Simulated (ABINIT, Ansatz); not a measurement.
# Er (P6_3/mmc): from the cell to the phonon bands

How does Er (P6_3/mmc) vibrate, and is this structure a minimum?

Main program and level: ABINIT 10.8.3; DFT PBE, scalar-relativistic, plane waves, PseudoDojo norm-conserving, 4f in core pseudopotentials.

## 1. The starting structure

Symmetry: P6_3/mmc, No. 194, hexagonal system. Conventional cell: a = 3.559 Å, b = 3.559 Å, c = 5.587 Å, α = 90.00°, β = 90.00°, γ = 120.00°. Er has 12 Er at 3.47 to 3.56 Å nearest.

Coordinates:

```
Er
1.0
     3.55880    0.00000    0.00000
    -1.77940    3.08201    0.00000
     0.00000    0.00000    5.58740
Er
2
Cartesian
  0.0000 2.0547 1.3968
  1.7794 1.0273 4.1905
```

## 2. A first look

A first run with smearing and empty bands tells whether the crystal has a gap, which decides between fixed occupations and smearing later on.

probe.abi

```
# ground state
tolvrs 1.0d-08
prtden 1
prtwf 1

# basis, mesh and filling
ecut 22.0
ngkpt 6 6 4
nshiftk 1
shiftk 0.0 0.0 0.0
istwfk *1
occopt 7
tsmear 0.005
nband 18
nstep 100
diemac 9.0
prtebands 0
prtgsr 0

# cell and atoms
acell 6.725157332 6.725157332 10.55865575
rprim 
    1.0 0.0 0.0
    -0.5 0.8660254038 0.0
    0.0 0.0 1.0
ntypat 1
znucl 68
natom 2
typat 1 1
xred 
    1/3 2/3 0.25
    2/3 1/3 0.75
pp_dirpath "./pseudo"
pseudos "Er.upf"
```

Started as:

```
$ OMP_NUM_THREADS=1 mpirun -n 16 abinit probe.abi > probe.log
```

Numbers of over 12 decimals in the logs are rounded to 6 here.

probe.abo, the main output file:

```text
[banners, grids, parts of the stress and lines that vanish by symmetry left out]
- input  file    -> probe.abi
- output file    -> probe.abo
- root for input  files -> probei
[...]
Symmetries : space group P6_3/m m c (#194); Bravais hP (primitive hexag.)
[...]
mpw =        2061          nfft =       43200          nkpt =          21
[...]
== DATASET  1 ==================================================================
[...]
-    --> not optimal distribution: autoparal keyword recommended in input file <--
[...]
cutoff_energies: {ecut:  22.0, pawecutdg:  -1.0, }
[...]
ETOT  1  -90.249955116559    -9.025E+01 3.622E-02 4.940E+00
 ETOT  2  -90.285189601876    -3.523E-02 5.028E-03 1.422E-01
 ETOT  3  -90.285237593952    -4.799E-05 5.806E-04 9.440E-04
 ETOT  4  -90.285237725029    -1.311E-07 3.959E-04 9.446E-06
 ETOT  5  -90.285237727994    -2.965E-09 1.374E-04 2.551E-07
 ETOT  6  -90.285237728049    -5.448E-11 9.602E-05 1.241E-09
 At SCF step    6       vres2   =  1.24E-09 < tolvrs=  1.00E-08 =>converged.
[...]
sigma(1 1)=  2.96805794E-05  sigma(3 2)=  0.00000000E+00
  sigma(2 2)=  2.96805792E-05  sigma(3 1)=  0.00000000E+00
  sigma(3 3)=  6.27061695E-05  sigma(2 1)=  0.00000000E+00
[...]
convergence: {deltae: -5.448E-11, res2:  1.241E-09, residm:  9.602E-05, diffor: null, }
etotal    :  -9.02852377E+01
[...]
sigma(1 1)=  2.96805794E-05  sigma(3 2)=  0.00000000E+00
  sigma(2 2)=  2.96805792E-05  sigma(3 1)=  0.00000000E+00
  sigma(3 3)=  6.27061695E-05  sigma(2 1)=  0.00000000E+00
[...]
- sigma(1 1)=  8.73232795E-01  sigma(3 2)=  0.00000000E+00
- sigma(2 2)=  8.73232787E-01  sigma(3 1)=  0.00000000E+00
- sigma(3 3)=  1.84487920E+00  sigma(2 1)=  0.00000000E+00
[...]
fcart      7.0067195575E-29  4.0453314226E-29 -0.0000000000E+00
           strten      2.9680579415E-05  2.9680579153E-05  6.2706169458E-05
================================================================================

[key lines of the parts left out:]
pressure_GPa:  -1.1971E+00
```

Elapsed: 3.9 s, on 16 MPI ranks of Arm Neoverse V1, shared host; 61 s of CPU time.

Numbers from this step:

* volume per atom: 30.64 Å³
* pressure: -1.197 GPa
* gap on the k-mesh: 0 eV

No gap opens on this mesh, so smearing is kept; the printed pressure holds the stress of the finite basis too.

## 3. Relaxation

The harmonic expansion needs vanishing forces, and a free crystal bears no stress, so cell and atoms are brought to rest. Stress is more sensitive to the basis than forces are: the last 3 Ha under the cutoff are smoothed with ecutsm, and the cutoff is raised above that of the later runs.

relax.abi

```
# relaxation
ionmov 2
optcell 2
dilatmx 1.08
ntime 40
tolmxf 1.0d-05
tolvrs 1.0d-14
prtwf 0
prtden 0
chksymtnons 0

# basis, mesh and filling
ecut 28.0
ecutsm 3.0
ngkpt 9 9 6
nshiftk 1
shiftk 0.0 0.0 0.0
istwfk *1
occopt 7
tsmear 0.01
nband 18
nstep 100
diemac 1000000.0
prtebands 0
prtgsr 0

# cell and atoms
acell 6.725157332 6.725157332 10.55865575
rprim 
    1.0 0.0 0.0
    -0.5 0.8660254038 0.0
    0.0 0.0 1.0
ntypat 1
znucl 68
natom 2
typat 1 1
xred 
    1/3 2/3 0.25
    2/3 1/3 0.75
pp_dirpath "./pseudo"
pseudos "Er.upf"
```

Started as:

```
$ OMP_NUM_THREADS=1 mpirun -n 16 abinit relax.abi > relax.log
```

relax.abo, the main output file:

```text
[banners, grids, parts of the stress and lines that vanish by symmetry left out]
- input  file    -> relax.abi
- output file    -> relax.abo
- root for input  files -> relaxi
[...]
Symmetries : space group P6_3/m m c (#194); Bravais hP (primitive hexag.)
[...]
mpw =        3724          nfft =       77760          nkpt =          48
[...]
== DATASET  1 ==================================================================
[...]
cutoff_energies: {ecut:  28.0, pawecutdg:  -1.0, }
[...]
ETOT  1  -90.251299137049    -9.025E+01 4.869E-02 7.553E+00
 ETOT  2  -90.288092012094    -3.679E-02 4.727E-03 7.235E-02
 ETOT  3  -90.288106745205    -1.473E-05 1.112E-03 3.131E-03
 ETOT  4  -90.288107132158    -3.870E-07 2.209E-03 2.535E-05
 ETOT  5  -90.288107134787    -2.629E-09 1.333E-03 2.436E-07
[...]
At SCF step    9       vres2   =  5.43E-15 < tolvrs=  1.00E-14 =>converged.
[...]
sigma(1 1)= -1.93371531E-06  sigma(3 2)=  0.00000000E+00
  sigma(2 2)= -1.93371557E-06  sigma(3 1)=  0.00000000E+00
  sigma(3 3)=  1.02069628E-05  sigma(2 1)=  0.00000000E+00
[...]
convergence: {deltae: -1.009E-12, res2:  5.431E-15, residm:  4.391E-04, diffor: null, }
etotal    :  -9.02881071E+01
[...]
ETOT  1  -90.288108098116    -9.029E+01 2.192E-04 2.199E-03
[...]
At SCF step    7       vres2   =  6.83E-15 < tolvrs=  1.00E-14 =>converged.
[...]
sigma(1 1)= -1.96137711E-06  sigma(3 2)=  0.00000000E+00
  sigma(2 2)= -1.96137738E-06  sigma(3 1)=  0.00000000E+00
  sigma(3 3)=  9.40804930E-06  sigma(2 1)=  0.00000000E+00
[...]
convergence: {deltae: -7.105E-13, res2:  6.833E-15, residm:  1.654E-05, diffor: null, }
etotal    :  -9.02881085E+01
[...]
ETOT  1  -90.288056450548    -9.029E+01 6.404E-03 3.516E-01
[...]
At SCF step    9       vres2   =  1.60E-16 < tolvrs=  1.00E-14 =>converged.
[...]
sigma(1 1)= -2.05148279E-06  sigma(3 2)=  0.00000000E+00
  sigma(2 2)= -2.05148305E-06  sigma(3 1)=  0.00000000E+00
  sigma(3 3)= -8.59394951E-07  sigma(2 1)=  0.00000000E+00
[...]
convergence: {deltae: -1.208E-12, res2:  1.596E-16, residm:  4.167E-06, diffor: null, }
etotal    :  -9.02881168E+01
[...]
ETOT  1  -90.288116863877    -9.029E+01 4.243E-06 4.661E-04
[...]
At SCF step    7       vres2   =  2.66E-15 < tolvrs=  1.00E-14 =>converged.
[...]
sigma(1 1)= -1.80876554E-06  sigma(3 2)=  0.00000000E+00
  sigma(2 2)= -1.80876580E-06  sigma(3 1)=  0.00000000E+00
  sigma(3 3)= -7.53984542E-07  sigma(2 1)=  0.00000000E+00
[...]
convergence: {deltae:  1.336E-12, res2:  2.663E-15, residm:  6.027E-06, diffor: null, }
etotal    :  -9.02881169E+01
[...]
ETOT  1  -90.288113891361    -9.029E+01 5.790E-06 2.565E-02
[...]
ETOT  7  -90.288117292999    -1.378E-12 3.785E-06 1.539E-13
 ETOT  8  -90.288117292997     2.245E-12 5.353E-06 2.182E-15
 At SCF step    8       vres2   =  2.18E-15 < tolvrs=  1.00E-14 =>converged.
[...]
sigma(1 1)= -1.40824573E-09  sigma(3 2)=  0.00000000E+00
  sigma(2 2)= -1.40850739E-09  sigma(3 1)=  0.00000000E+00
  sigma(3 3)= -1.58751974E-09  sigma(2 1)=  0.00000000E+00
[...]
convergence: {deltae:  2.245E-12, res2:  2.182E-15, residm:  5.353E-06, diffor: null, }
etotal    :  -9.02881173E+01
[...]
At Broyd/MD step   5, gradients are converged :
[...]
sigma(1 1)= -1.40824573E-09  sigma(3 2)=  0.00000000E+00
  sigma(2 2)= -1.40850739E-09  sigma(3 1)=  0.00000000E+00
  sigma(3 3)= -1.58751974E-09  sigma(2 1)=  0.00000000E+00
[...]
- sigma(1 1)= -4.14320198E-05  sigma(3 2)=  0.00000000E+00
- sigma(2 2)= -4.14397183E-05  sigma(3 1)=  0.00000000E+00
- sigma(3 3)= -4.67064432E-05  sigma(2 1)=  0.00000000E+00
[...]
fcart     -2.9985629360E-29  2.8853685304E-29  5.0020746841E-32
           strten     -1.4082457284E-09 -1.4085073949E-09 -1.5875197363E-09
================================================================================

[key lines of the parts left out:]
pressure_GPa:   4.3193E-05
Total energy (etotal) [Ha]= -9.02881172929968E+01
```

Wall time 33 s (16 MPI ranks).

The steps of the relaxation:

```tsv
step	energy less that of the first step (eV)	largest force (eV/Å)	volume (Å³)
1	0.0000	0.0000	61.28
2	0.0000	0.0000	61.27
3	-0.0003	0.0000	61.13
4	-0.0003	0.0000	61.14
5	-0.0003	0.0000	61.20
```

```tsv
conventional cell, symmetrised	before	after	change
a (Å)	3.559	3.564	+0.1 %
b (Å)	3.559	3.564	+0.1 %
c (Å)	5.587	5.564	-0.4 %
volume (Å³/atom)	30.64	30.60	-0.1 %
```

Final coordinates:

```xyz
2
Lattice="3.5639 0.0000 0.0000 -1.7820 3.0864 0.0000 0.0000 0.0000 5.5637" Properties=species:S:1:pos:R:3 pbc="T T T"
Er    0.0000    2.0576    1.3909
Er    1.7820    1.0288    4.1727
```

This step gave:

| Item | Value |
| --- | --- |
| volume per atom | 30.60 Å³ |
| pressure | 4.32e-5 GPa |

The volume changes by -0.1 % in this run and stands -0.1 % from the first cell.

## 4. Self-consistent run for the response

First-order wavefunctions inherit every error of the ground state, hence the very tight tolvrs. Smearing stays on, as the first look found no gap above 0.3 eV.

gs.abi

```
# ground state
tolvrs 1.0d-16
prtden 1
prtwf 1

# basis, mesh and filling
ecut 22.0
ngkpt 9 9 6
nshiftk 1
shiftk 0.0 0.0 0.0
istwfk *1
occopt 7
tsmear 0.01
nband 18
nstep 100
diemac 1000000.0
prtebands 0
prtgsr 0

# cell and atoms
acell 6.73483919 6.73483919 10.51378285
rprim 
    1.0 0.0 0.0
    -0.5 0.8660254038 0.0
    0.0 0.0 1.0
ntypat 1
znucl 68
natom 2
typat 1 1
xred 
    1/3 2/3 0.25
    2/3 1/3 0.75
pp_dirpath "./pseudo"
pseudos "Er.upf"
```

Started as:

```
$ OMP_NUM_THREADS=1 mpirun -n 16 abinit gs.abi > gs.log
```

gs.abo, the main output file:

```text
[banners, grids, parts of the stress and lines that vanish by symmetry left out]
- input  file    -> gs.abi
- output file    -> gs.abo
- root for input  files -> gsi
[...]
Symmetries : space group P6_3/m m c (#194); Bravais hP (primitive hexag.)
[...]
mpw =        2061          nfft =       43200          nkpt =          48
[...]
== DATASET  1 ==================================================================
[...]
cutoff_energies: {ecut:  22.0, pawecutdg:  -1.0, }
[...]
ETOT  1  -90.251603244461    -9.025E+01 4.806E-02 4.948E+00
 ETOT  2  -90.286432251208    -3.483E-02 4.877E-03 9.034E-02
 ETOT  3  -90.286465460579    -3.321E-05 1.015E-02 9.866E-04
 ETOT  4  -90.286465616653    -1.561E-07 4.711E-04 1.615E-05
 ETOT  5  -90.286465620710    -4.057E-09 3.571E-04 3.035E-07
[...]
ETOT  9  -90.286465620773     1.705E-13 3.280E-04 5.401E-15
 ETOT 10  -90.286465620774    -3.837E-13 2.114E-04 7.981E-17
 At SCF step   10       vres2   =  7.98E-17 < tolvrs=  1.00E-16 =>converged.
[...]
sigma(1 1)=  3.87366941E-05  sigma(3 2)=  0.00000000E+00
  sigma(2 2)=  3.87366938E-05  sigma(3 1)=  0.00000000E+00
  sigma(3 3)=  3.85498053E-05  sigma(2 1)=  0.00000000E+00
[...]
convergence: {deltae: -3.837E-13, res2:  7.981E-17, residm:  2.114E-04, diffor: null, }
etotal    :  -9.02864656E+01
[...]
sigma(1 1)=  3.87366941E-05  sigma(3 2)=  0.00000000E+00
  sigma(2 2)=  3.87366938E-05  sigma(3 1)=  0.00000000E+00
  sigma(3 3)=  3.85498053E-05  sigma(2 1)=  0.00000000E+00
[...]
- sigma(1 1)=  1.13967289E+00  sigma(3 2)=  0.00000000E+00
- sigma(2 2)=  1.13967288E+00  sigma(3 1)=  0.00000000E+00
- sigma(3 3)=  1.13417443E+00  sigma(2 1)=  0.00000000E+00
[...]
fcart      0.0000000000E+00 -9.2331792967E-29 -0.0000000000E+00
           strten      3.8736694111E-05  3.8736693848E-05  3.8549805316E-05
================================================================================

[key lines of the parts left out:]
pressure_GPa:  -1.1378E+00
```

Wall time 6.2 s (16 MPI ranks); 97 s of CPU time.

Numbers from this step:

```
pressure : -1.138 GPa
```

The cell stands at -1.1 GPa: the relaxation ran with a smoothed and higher cutoff, and the difference is a stress of the finite basis.

(Continued in part 2 of 3.)

[Host names and launcher messages were left out of these logs when they were recorded.]

[Logs are printed without paths, hosts, clocks, repeated set-up lines and the standing remarks that a program may print on its own settings, such as how far it seeks lower states.]

[Hosts, paths, dates, database ids (printed as entryN), source tags and the programs' standing remarks are cut or masked in the printed files.]
